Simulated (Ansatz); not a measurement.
## Phonons of Zr (P6_3/mmc, 2 atoms in the cell) against volume

Aim: how do the optical modes of Zr (P6_3/mmc, 2 atoms in the cell) move with volume?

Main program and level: Ansatz 0.2.0; DFT PBEsol, scalar-relativistic, plane waves, PAW; PAW set soft_1.

Report form: the programs' logs are mostly left out.

**1. Set-up**

It takes space group P6_3/mmc (No. 194, hexagonal). Conventional cell: a = 3.232 Å, b = 3.232 Å, c = 5.147 Å, α = 90.00°, β = 90.00°, γ = 120.00°. Nearest to Zr lie 12 Zr at 3.18 to 3.23 Å.

**2. Relaxation**

The cell and atoms are relaxed, since residual forces and stress would shift the frequencies.

Input file input.yaml:

```yaml
crystal:
  lattice:
    - [3.232, 0.0, 0.0]
    - [-1.616, 2.798994105, 0.0]
    - [0.0, 0.0, 5.147]
  atoms:
    - { symbol: Zr, position: [0.33333333, 0.66666667, 0.25] }
    - { symbol: Zr, position: [0.66666667, 0.33333333, 0.75] }
kpoints:
  mp_grid: { grid: [15, 15, 8] }
hamiltonian:
  xc: pbesol
  pseudopotentials: { kind: paw, azcp: { folder: soft_1 }, xc_functional: pbe }
scf:
  occupations: { method: gaussian, width: 0.1 }
output:
  forces: true
  stress: true
  eigenvalues: true
  write_density: true
  write_potential: true
  elf: true
  volumetric_format: npy
relax:
  adjacent_minimum: "off"
  f_tol: 0.005
  max_steps: 80
  cell: { stress_tol: 0.05 }
```

Run with:

```console
$ ansatz run input.yaml --threads 4 --pin off --max-ram 10240MiB --backend cpu --events-out ev --progress --plain --runs-dir out
```

Elapsed: 13 s, on 4 threads of Arm Neoverse N1, shared host; peak memory 0.4 GiB; 50 s of CPU time.

Step by step:

```tsv
step	energy less that of the first step (eV)	largest force component (eV/Å)	pressure (GPa)	volume (Å³)
1	0.0000	0.0000	-3.28	46.56
2	0.0052	0.0000	4.24	43.18
3	-0.0174	0.0000	-0.21	45.04
4	-0.0175	0.0000	0.02	44.93
5	-0.0175	0.0000	0.00	44.93
6*	-0.0175	0.0000	0.00	44.93
```

Relaxation steps marked * repeat the geometry before them on a plane-wave basis chosen anew for their cell, so energy and pressure can jump there. Relaxation step 2 was tried and not accepted.

The run keeps the 24 symmetry operations that it works with, so distortions that break them were not tested.

```tsv
conventional cell, symmetrised	before	after	change
a (Å)	3.232	3.184	-1.5 %
b (Å)	3.232	3.184	-1.5 %
c (Å)	5.147	5.118	-0.6 %
volume (Å³/atom)	23.28	22.47	-3.5 %
```

The relaxed structure:

```xyz
2
Lattice="3.1839 0.0000 0.0000 -1.5919 2.7573 0.0000 0.0000 0.0000 5.1182" Properties=species:S:1:pos:R:3 pbc="T T T"
Zr    0.0000    1.8382    1.2795
Zr    1.5919    0.9191    3.8386
```

Numbers from this step:

```
pressure          : 0.003466 GPa
volume per atom   : 22.47 Å³
gap on the k-mesh : 0 eV
```

Electrostatic potential energy in the ac plane at fractional y = 0.333, with atoms of Zr within 0.2 Å of it. With pseudopotentials it is smooth inside the atoms' cores, unlike the true potential.

Ten even steps from '_' (-45 eV) to '@' (16 eV):
```
@@@@@@@@@@@@@@@@%%%%%%%%%%%%@@@@
@@@@@@@@@@@@@@%%##**++++**##%%%%
@@@@@@@@@@@@%%##++--::::--==**%%
%%@@@@@@@@%%##++::..____..::==##
%%@@@@@@@@%%**--..__________--++
##@@@@@@@@%%**--____________::++
##@@@@@@@@%%**--____________::++
%%@@@@@@@@%%**--..__________--++
%%@@@@@@@@%%##++::..____..::==##
@@@@@@@@@@@@%%##++--::::--==**%%
@@@@@@@@@@@@@@%%##**++++**##%%%%
@@@@@@@@@@@@@@@@%%%%%%%%%%%%@@@@
@@@@@@@@@@@@@@@@@@@@@@@@@@@@@@@@
@@@@@@@@@@@@@@@@@@@@@@@@@@@@@@@@
@@@@@@@@@@@@@@@@@@@@@@@@@@@@@@@@
@@%%%%%%%%%%@@@@@@@@@@@@@@@@@@@@
%%%%######%%%%@@@@@@@@@@@@@@@@@@
%%##****####%%@@@@@@@@@@@@@@@@%%
##********##%%@@@@@@@@@@@@@@@@%%
##********##%%@@@@@@@@@@@@@@@@%%
%%##****####%%@@@@@@@@@@@@@@@@%%
%%%%######%%%%@@@@@@@@@@@@@@@@@@
@@%%%%%%%%%%@@@@@@@@@@@@@@@@@@@@
@@@@@@@@@@@@@@@@@@@@@@@@@@@@@@@@
@@@@@@@@@@@@@@@@@@@@@@@@@@@@@@@@
@@@@@@@@@@@@@@@@@@@@@@@@@@@@@@@@
```
Columns run along a (3.2 Å; values clipped at the 3rd and 97th percentile), rows up along c (5.1 Å). Atoms in or near the plane, at fractional coordinates: Zr at (0.67, 0.75).

ELF in the ac plane at fractional y = 0.333, with atoms of Zr within 0.2 Å of it. It is the smooth field of the valence electrons, not physical close to the nuclei.

Ten even steps from '_' (0.14) to '@' (0.78):
```
..--====--::______..::::..______
__::====--..____::++**##++--____
__..----::____::**@@@@@@@@##==__
____::::..__::**@@@@@@@@@@@@##--
..__....____==%%@@%%**++%%@@@@++
..__....__..++@@@@**..__++@@@@##
..__....__..++@@@@**..__++@@@@##
..__....____==%%@@%%**++%%@@@@++
____::::..__::**@@@@@@@@@@@@##--
__..----::____::**@@@@@@@@##==__
__::====--..____::++**##++--____
..--====--::______..::::..______
::::----::::....................
............::::----====----::::
____________..::==****##**++--..
______________::==**%%%%##++::__
__..::::..____..--**%%%%##==..__
..::====--::....--**%%%%##==..__
..==++++==::....::++##%%**--..__
..==++++==::....::++##%%**--..__
..::====--::....--**%%%%##==..__
__..::::..____..--**%%%%##==..__
______________::==**%%%%##++::__
____________..::==****##**++--..
............::::----====----::::
::::----::::....................
```
Columns run along a (3.2 Å), rows up along c (5.1 Å). Atoms in or near the plane, at fractional coordinates: Zr at (0.67, 0.75).

Valence density in the ac plane at fractional y = 0.333, with atoms of Zr within 0.2 Å of it. It is the smooth field of the valence electrons, not physical close to the nuclei.

Values in e/Å³, 22 rows by 16 columns, each cell a mean:
```
0.2 0.2 0.2 0.2 0.2 0.2 0.2 0.2 0.3 0.4 0.5 0.5 0.4 0.3 0.2 0.2
0.2 0.2 0.2 0.2 0.2 0.2 0.2 0.4 0.7 1.0 1.3 1.4 1.2 0.8 0.5 0.3
0.3 0.2 0.2 0.2 0.2 0.2 0.4 0.8 1.5 2.3 2.8 2.9 2.5 1.8 1.0 0.5
0.3 0.2 0.2 0.2 0.2 0.3 0.6 1.4 2.6 3.6 4.0 4.1 3.8 2.9 1.7 0.8
0.4 0.2 0.2 0.2 0.2 0.3 0.8 1.9 3.3 4.2 4.0 3.9 4.2 3.7 2.3 1.0
0.4 0.2 0.2 0.2 0.2 0.3 0.8 1.9 3.4 4.2 4.0 3.9 4.2 3.8 2.4 1.1
0.4 0.2 0.2 0.2 0.2 0.3 0.6 1.4 2.7 3.7 4.1 4.1 3.9 3.1 1.8 0.8
0.3 0.2 0.2 0.2 0.2 0.2 0.4 0.8 1.6 2.5 3.1 3.2 2.7 1.9 1.1 0.5
0.2 0.2 0.2 0.2 0.2 0.2 0.3 0.4 0.8 1.2 1.5 1.6 1.3 0.9 0.5 0.3
0.2 0.2 0.2 0.2 0.2 0.2 0.2 0.2 0.3 0.5 0.6 0.6 0.5 0.4 0.3 0.2
0.2 0.2 0.2 0.2 0.2 0.2 0.2 0.2 0.2 0.2 0.3 0.3 0.3 0.2 0.2 0.2
0.2 0.2 0.2 0.2 0.2 0.2 0.2 0.2 0.2 0.2 0.2 0.2 0.2 0.2 0.2 0.2
0.2 0.2 0.2 0.2 0.2 0.2 0.2 0.2 0.2 0.2 0.2 0.2 0.2 0.2 0.2 0.2
0.3 0.3 0.4 0.4 0.4 0.3 0.2 0.2 0.2 0.2 0.2 0.2 0.2 0.2 0.2 0.2
0.3 0.5 0.6 0.6 0.6 0.4 0.3 0.2 0.2 0.2 0.2 0.2 0.2 0.2 0.2 0.3
0.4 0.6 0.8 0.9 0.7 0.5 0.4 0.3 0.2 0.2 0.2 0.2 0.2 0.2 0.2 0.3
0.4 0.6 0.8 0.9 0.8 0.6 0.4 0.3 0.2 0.2 0.2 0.2 0.2 0.2 0.2 0.3
0.4 0.5 0.6 0.7 0.6 0.4 0.3 0.2 0.2 0.2 0.2 0.2 0.2 0.2 0.2 0.3
0.3 0.3 0.4 0.4 0.4 0.3 0.2 0.2 0.2 0.2 0.2 0.2 0.2 0.2 0.2 0.2
0.2 0.2 0.3 0.3 0.2 0.2 0.2 0.2 0.2 0.2 0.2 0.2 0.2 0.2 0.2 0.2
0.2 0.2 0.2 0.2 0.2 0.2 0.2 0.2 0.2 0.2 0.2 0.2 0.2 0.2 0.2 0.2
0.2 0.2 0.2 0.2 0.2 0.2 0.2 0.2 0.2 0.2 0.2 0.2 0.2 0.2 0.2 0.2
```
Columns run along a (3.2 Å), rows up along c (5.1 Å). Atoms in or near the plane, at fractional coordinates: Zr at (0.67, 0.75).

In this step the volume went from 23.28 to 22.47 Å³/atom.

**3. Tight relaxation**

Phonons need small forces and stress, so the relaxation is finished with tight tolerances on 15×15×8 k points.

input.yaml, the sections that differ from step 2:

```yaml
crystal:
  lattice:
    - [3.1838661477, 0.0, 0.0]
    - [-1.5919330739, 2.7573089662, 0.0]
    - [0.0, 0.0, 5.118179079]
  atoms:
    - { symbol: Zr, position: [0.3333333333, 0.6666666667, 0.25] }
    - { symbol: Zr, position: [0.6666666667, 0.3333333333, 0.75] }
scf:
  occupations: { method: methfessel_paxton, width: 0.2 }
output:
  forces: true
  stress: true
  eigenvalues: true
relax:
  adjacent_minimum: "off"
  f_tol: 0.001
  max_steps: 60
  cell: { stress_tol: 0.01 }
# kpoints, hamiltonian: as in step 2
```

Wall time 8.2 s (4 threads); peak memory 0.39 GiB.

Little changed from the start: no atom moved by 0.005 Å and no cell edge by 0.1 %.

This step gave:

- pressure: 8.75e-6 GPa
- volume per atom: 22.46 Å³

The forces vanish by symmetry and the pressure is 0.000 GPa, within the tolerances set. The cell now holds 22.46 Å³/atom.

**4. Modes at rest**

The force constants come from the linear response of the density to a displacement.

The modes at rest are the reference of the series.

input.yaml, the sections that differ from step 3:

```yaml
crystal:
  lattice:
    - [3.1836934354, 0.0, 0.0]
    - [-1.5918467177, 2.7571593929, 0.0]
    - [0.0, 0.0, 5.117890686]
  atoms:
    - { symbol: Zr, position: [0.3333333333, 0.6666666667, 0.25] }
    - { symbol: Zr, position: [0.6666666667, 0.3333333333, 0.75] }
output:
  eigenvalues: true
phonons:
  method: dfpt
# kpoints, hamiltonian, scf: as in step 3
# relax: removed
```

The job ended after 29 s (4 threads; peak memory 0.93 GiB; 1.8 min of CPU time).

Numbers from this step:

```yaml
sum_rule_residual_before_enforcement: 9.19e-6 eV/Å²
point_group: 6/mmm
highest_optical_mode_at_the_zone_centre_no_lo_to_term: 163.2 cm⁻¹
lowest_optical_zone_centre_mode: 63.26 cm⁻¹
```

Patterns of degenerate modes are one choice out of their space. Modes at Γ:

```tsv
mode	frequency (cm⁻¹)	symmetry
1	0.0	acoustic
2	0.0	acoustic
3	0.0	acoustic
4	63.3	E2g
5	63.3	E2g
6	163.2	B1g
```

Displacements in mode 5 (63.3 cm⁻¹), the largest set to 1:
```
Zr1  0.00  1.00  0.00
Zr2  0.00 -1.00  0.00
```

Displacements in mode 6 (163.2 cm⁻¹), the largest set to 1:
```
Zr1  0.00  0.00 -1.00
Zr2  0.00  0.00  1.00
```

Before it was imposed, the acoustic sum rule was missed by 9.2e-6 eV/Å². Small misses are needed for a sound result but don't prove that mesh and cutoff are converged. The lowest optical mode is real, 63.3 cm⁻¹.

**5. A member of the series: 1.06 times the volume at rest**

The cell is set to 1.06 times the volume at rest, and shape and atoms relax at that volume.

input.yaml, the sections that differ from step 4:

```yaml
crystal:
  lattice:
    - [3.2509327172, 0.0, 0.0]
    - [-1.6254663586, 2.8153903191, 0.0]
    - [0.0, 0.0, 5.2028750014]
  atoms:
    - { symbol: Zr, position: [0.3333333333, 0.6666666667, 0.25] }
    - { symbol: Zr, position: [0.6666666667, 0.3333333333, 0.75] }
output:
  forces: true
  stress: true
  eigenvalues: true
relax:
  adjacent_minimum: "off"
  f_tol: 0.001
  max_steps: 60
  cell: { stress_tol: 0.01, fix: [volume] }
# kpoints, hamiltonian, scf: as in step 4
# phonons: removed
```

Run time: 6.3 s. Hardware: 4 threads; peak memory 0.4 GiB.

Relaxation path:

```tsv
step	energy less that of the first step (eV)	largest force component (eV/Å)	pressure (GPa)	volume (Å³)
1	0.0000	0.0000	-5.23	47.62
2	0.0000	0.0000	-5.22	47.62
3*	0.0000	0.0000	-5.22	47.62
```

Relaxation steps marked * repeat the geometry before them on a plane-wave basis chosen anew for their cell, so energy and pressure can jump there.

The run keeps the 24 symmetry operations that it works with, so distortions that break them were not tested.

```tsv
conventional cell, symmetrised	before	after	change
a (Å)	3.251	3.253	+0.1 %
b (Å)	3.251	3.253	+0.1 %
c (Å)	5.203	5.197	-0.1 %
volume (Å³/atom)	23.81	23.81	-0.0 %
```

The relaxed structure:

```cif
data_structure
_symmetry_space_group_name_H-M 'P 1'
_symmetry_Int_Tables_number 1
_cell_length_a 3.2529
_cell_length_b 3.2529
_cell_length_c 5.1966
_cell_angle_alpha 90.000
_cell_angle_beta 90.000
_cell_angle_gamma 120.000
_cell_volume 47.62
loop_
_atom_site_label
_atom_site_type_symbol
_atom_site_fract_x
_atom_site_fract_y
_atom_site_fract_z
_atom_site_occupancy
Zr1 Zr 0.33333 0.66667 0.25000 1
Zr2 Zr 0.66667 0.33333 0.75000 1
```

Numbers from this step:

| Property | Result |
| --- | --- |
| pressure | -5.222 GPa |
| volume per atom | 23.81 Å³ |

The forces vanish by symmetry, at a pressure of -5.22 GPa.

**6. Modes of this member: 1.06 times the volume at rest**

The zone-centre modes follow for 1.06 times the volume at rest.

input.yaml, the sections that differ from step 5:

```yaml
crystal:
  lattice:
    - [3.252883422, 0.0, 0.0]
    - [-1.626441711, 2.817079679, 0.0]
    - [0.0, 0.0, 5.1966367021]
  atoms:
    - { symbol: Zr, position: [0.3333333333, 0.6666666667, 0.25] }
    - { symbol: Zr, position: [0.6666666667, 0.3333333333, 0.75] }
output:
  eigenvalues: true
phonons:
  method: dfpt
# kpoints, hamiltonian, scf: as in step 5
# relax: removed
```

Run time: 30 s. Hardware: 4 threads; peak memory 0.98 GiB; 1.9 min of CPU time.

Numbers from this step:

* sum-rule residual before enforcement: 1.63e-5 eV/Å²
* highest optical mode at the zone centre (no LO-TO term): 135.3 cm⁻¹
* lowest optical zone-centre mode: 71.2 cm⁻¹

Patterns of degenerate modes are one choice out of their space. Modes at Γ:

```tsv
mode	frequency (cm⁻¹)	symmetry
1	0.0	acoustic
2	0.0	acoustic
3	0.0	acoustic
4	71.2	E2g
5	71.2	E2g
6	135.3	B1g
```

Displacements in mode 4 (71.2 cm⁻¹), the largest set to 1:
```
Zr1  0.00  1.00  0.00
Zr2  0.00 -1.00  0.00
```

Displacements in mode 6 (135.3 cm⁻¹), the largest set to 1:
```
Zr1  0.00  0.00 -1.00
Zr2  0.00  0.00  1.00
```

The lowest optical mode is real, 71.2 cm⁻¹, and the highest lies at 135.3 cm⁻¹.

Between step 4 and this run (volume ratio 1.06) the value for the highest optical mode at the zone centre (no LO-TO term) moves from 163 cm⁻¹ to 135 cm⁻¹ (-17 %).

**7. Relaxation of a member: 0.9 times the volume at rest**

The cell is set to 0.9 times the volume at rest, and shape and atoms relax at that volume.

input.yaml, the sections that differ from step 6:

```yaml
crystal:
  lattice:
    - [3.0574692901, 0.0, 0.0]
    - [-1.5287346451, 2.6478460765, 0.0]
    - [0.0, 0.0, 4.9942674029]
  atoms:
    - { symbol: Zr, position: [0.3333333333, 0.6666666667, 0.25] }
    - { symbol: Zr, position: [0.6666666667, 0.3333333333, 0.75] }
output:
  forces: true
  stress: true
  eigenvalues: true
relax:
  adjacent_minimum: "off"
  f_tol: 0.001
  max_steps: 60
  cell: { stress_tol: 0.01, fix: [volume] }
# kpoints, hamiltonian, scf: as in step 6
# phonons: removed
```

Run time: 8 s. Hardware: 4 threads; peak memory 0.38 GiB.

Relaxation path:

```tsv
step	energy less that of the first step (eV)	largest force component (eV/Å)	pressure (GPa)	volume (Å³)
1	0.0000	0.0000	12.03	40.43
2	-0.0002	0.0000	11.95	40.43
3	-0.0002	0.0000	11.94	40.43
4*	-0.0002	0.0000	11.94	40.43
```

Relaxation steps marked * repeat the geometry before them on a plane-wave basis chosen anew for their cell, so energy and pressure can jump there.

Forces are held to the 24 operations that the run works with; a distortion that breaks them can't arise in this run.

```tsv
conventional cell, symmetrised	before	after	change
a (Å)	3.057	3.052	-0.2 %
b (Å)	3.057	3.052	-0.2 %
c (Å)	4.994	5.013	+0.4 %
volume (Å³/atom)	20.22	20.22	-0.0 %
```

Final coordinates:

```xyz
2
Lattice="3.0518 0.0000 0.0000 -1.5259 2.6429 0.0000 0.0000 0.0000 5.0130" Properties=species:S:1:pos:R:3 pbc="T T T"
Zr    0.0000    1.7619    1.2532
Zr    1.5259    0.8810    3.7597
```

This step gave:

| Item | Value |
| --- | --- |
| pressure | 11.94 GPa |
| volume per atom | 20.22 Å³ |

The forces vanish by symmetry, at a pressure of 11.94 GPa.

**8. Modes of this member: 0.9 times the volume at rest**

The zone-centre modes follow for 0.9 times the volume at rest.

input.yaml, the sections that differ from step 7:

```yaml
crystal:
  lattice:
    - [3.051765565, 0.0, 0.0]
    - [-1.5258827825, 2.6429065057, 0.0]
    - [0.0, 0.0, 5.0129533389]
  atoms:
    - { symbol: Zr, position: [0.3333333333, 0.6666666667, 0.25] }
    - { symbol: Zr, position: [0.6666666667, 0.3333333333, 0.75] }
output:
  eigenvalues: true
phonons:
  method: dfpt
# kpoints, hamiltonian, scf: as in step 7
# relax: removed
```

Wall time 27 s (4 threads); peak memory 0.88 GiB.

Numbers from this step:

```
sum-rule residual before enforcement                    : 5.93e-5 eV/Å²
highest optical mode at the zone centre (no LO-TO term) : 213.5 cm⁻¹
lowest optical zone-centre mode                         : 43.88 cm⁻¹
```

Patterns of degenerate modes are one choice out of their space. Modes at Γ:

```tsv
mode	frequency (cm⁻¹)	symmetry
1	0.0	acoustic
2	0.0	acoustic
3	0.0	acoustic
4	43.9	E2g
5	43.9	E2g
6	213.5	B1g
```

Displacements in mode 5 (43.9 cm⁻¹), the largest set to 1:
```
Zr1  0.00 -1.00  0.00
Zr2  0.00  1.00  0.00
```

Displacements in mode 6 (213.5 cm⁻¹), the largest set to 1:
```
Zr1  0.00  0.00  1.00
Zr2  0.00  0.00 -1.00
```

The lowest optical mode is real, 43.9 cm⁻¹, and the highest lies at 213.5 cm⁻¹.

Between step 4 and this run (volume ratio 0.9) the value for the highest optical mode at the zone centre (no LO-TO term) moves from 163 cm⁻¹ to 214 cm⁻¹ (+31 %).

**9. All members side by side**

The members are set side by side, also those not shown above.

Each row is one cell with its response, relaxed at fixed volume as far as symmetry leaves anything free; energies are extrapolated to zero smearing, and E0 is that at rest; shape and atoms are relaxed in each cell where symmetry leaves them free; all runs use 15×15×8 k points and Methfessel-Paxton smearing of 0.2 eV. State of the crystal along the series:

```tsv
volume ratio	V (Å³/atom)	pressure (GPa)	E - E0 (meV/atom)	first cell vector (Å)	third cell vector (Å)
0.9	20.22	11.94	78.42	3.052	5.013
0.92	20.66	9.171	48.89	3.08	5.031
0.94	21.11	6.613	26.82	3.107	5.05
0.96	21.56	4.244	11.63	3.134	5.07
0.98	22.01	2.042	2.843	3.159	5.093
0.99	22.24	1.002	0.7058	3.172	5.105
1	22.46	8.75e-6	0	3.184	5.118
1.02	22.91	-1.886	2.665	3.207	5.144
1.04	23.36	-3.624	10.41	3.23	5.17
1.06	23.81	-5.222	22.82	3.253	5.197
```

Each mode is tracked from rest by its pattern, and modes that stay within 0.3 cm⁻¹ of each other stand once; shape and atoms are relaxed in each cell where symmetry leaves them free; all runs use 15×15×8 k points and Methfessel-Paxton smearing of 0.2 eV. Optical modes along the series:

```tsv
V (Å³/atom)	mode 4 E2g (cm⁻¹)	mode 6 B1g (cm⁻¹)
20.22	43.88	213.5
20.66	47.78	202.7
21.11	51.81	192.2
21.56	55.97	182.3
22.01	59.84	172.7
22.24	61.62	167.9
22.46	63.26	163.2
22.91	66.25	153.9
23.36	68.88	144.6
23.81	71.2	135.3
```

From cubic fits (parabolas where under five rows exist) of ln ω and P against ln V through the rows within about 4 % of rest: γ = −d ln ω / d ln V and dω/dP = γ ω / B. Slopes at rest:

```tsv
mode	fitted frequency at rest (cm⁻¹)	Grüneisen parameter γ	dω/dP (cm⁻¹/GPa)
mode 4 E2g	63.3	-2.52	-1.63
mode 6 B1g	163.2	2.88	4.78
```

**10. Outcome**

```
members                                                          : 10
highest optical mode at the zone centre (no LO-TO term), at rest : 163.2 cm⁻¹
bulk modulus at rest                                             : 98.1 GPa
mode 4 E2g, γ                                                    : -2.52
mode 6 B1g, γ                                                    : 2.88
```

The series spans -5.2 to 11.9 GPa, and the slope at rest gives a bulk modulus of 98 GPa. Among the modes in the table of slopes γ runs from -2.52 (mode 4 E2g) to 2.88 (mode 6 B1g). A negative γ means that the mode softens under pressure. One k mesh and one cutoff serve the ground states and modes of all volumes. These are harmonic frequencies at zero temperature: anharmonic shifts, linewidths and thermal expansion are left out. With no gap, or one that is small against the smearing, the frequencies hang on the k mesh and the smearing, most of all near Kohn anomalies. The PAW files were made for PBE; the program adapts parts of them to the functional of the run, but their partial waves stay those of PBE, an approximation that was not tested in this session. Only the zone centre was solved, so an instability at another wavevector cannot show here.

[Logs are printed without paths, hosts, clocks, repeated set-up lines and the standing remarks that a program may print on its own settings, such as how far it seeks lower states.]

[Hosts, paths, dates, database ids (printed as entryN), source tags and the programs' standing remarks are cut or masked in the printed files.]
